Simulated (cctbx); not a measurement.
**PrGdGaFe14 across an absorption edge**

Space group P4_2/mnm (no. 136), a = 8.9980 Å, b = 8.9980 Å, c = 12.3160 Å, α = 90.00°, β = 90.00°, γ = 90.00°.

```csv
atom,mult.,x,y,z,Ueq (Å²)
Gd1,4,0.1454,0.8546,0,0.0100
Pr1,4,0.7362,0.7362,0,0.0117
Ga1,4,0.3770,0.6230,0,0.0149
Fe1,4,0,1/2,0,0.0131
Fe2,4,0,0,0.3818,0.0139
Fe3,8,0.0988,0.0988,0.2040,0.0163
Fe4,8,0.3154,0.3154,0.2430,0.0156
Fe5,16,0.0352,0.3590,0.1781,0.0173
Fe6,16,0.2266,0.5674,0.1294,0.0160
```

The model was made for the exercise: a known structure type with other elements put in, its volume estimated, not relaxed; displacement parameters are assumed.

Calculated with cctbx: free-atom f′ and f″ from the Sasaki tables, no fine structure; amplitudes in electrons.

```csv
E (eV),F 2 2 0,F 2 0 2,F 2 2 1,F 1 2 0
9767,194.3,158.3,245.5,32.1
10117,194.7,158.8,243.6,33.7
10247,194.8,159.0,241.2,35.2
10307,194.9,159.1,238.7,36.8
10337,194.9,159.2,236.1,38.4
10352,194.9,159.2,233.4,40.0
10359,194.9,159.3,231.0,41.5
10363,194.9,159.4,228.5,43.1
10371,194.9,159.4,229.1,40.5
10375,194.9,159.3,232.4,38.2
10382,194.9,159.2,235.3,36.3
10397,194.9,159.2,238.3,34.2
10427,195.0,159.1,241.4,32.3
10517,195.0,159.1,245.5,29.8
10767,195.2,159.1,250.3,27.2
```

**Question.** Which edge is crossed, and why do the reflections move as they do?

The K edge of Ga. The edge is at 10367 eV. f′ of Ga falls from -4.1 e at 10247 eV to -7.5 e at 4 eV below it, and f″ steps from 0.49 to 3.89 e across it. Over that approach |F| changes by +0 % (2 2 0), +0 % (2 0 2), -5 % (2 2 1) and +22 % (1 2 0): a reflection falls where Ga scatters in phase with the total and rises where it scatters against it; it hardly moves where the Ga term is small or cancels by symmetry. Above the edge the larger f″ enters the imaginary part, where it can add to or cancel the other atoms' f″. The structure is centrosymmetric, so Friedel mates stay equal.

[Logs are printed without paths, hosts, clocks, repeated set-up lines and the standing remarks that a program may print on its own settings, such as how far it seeks lower states.]
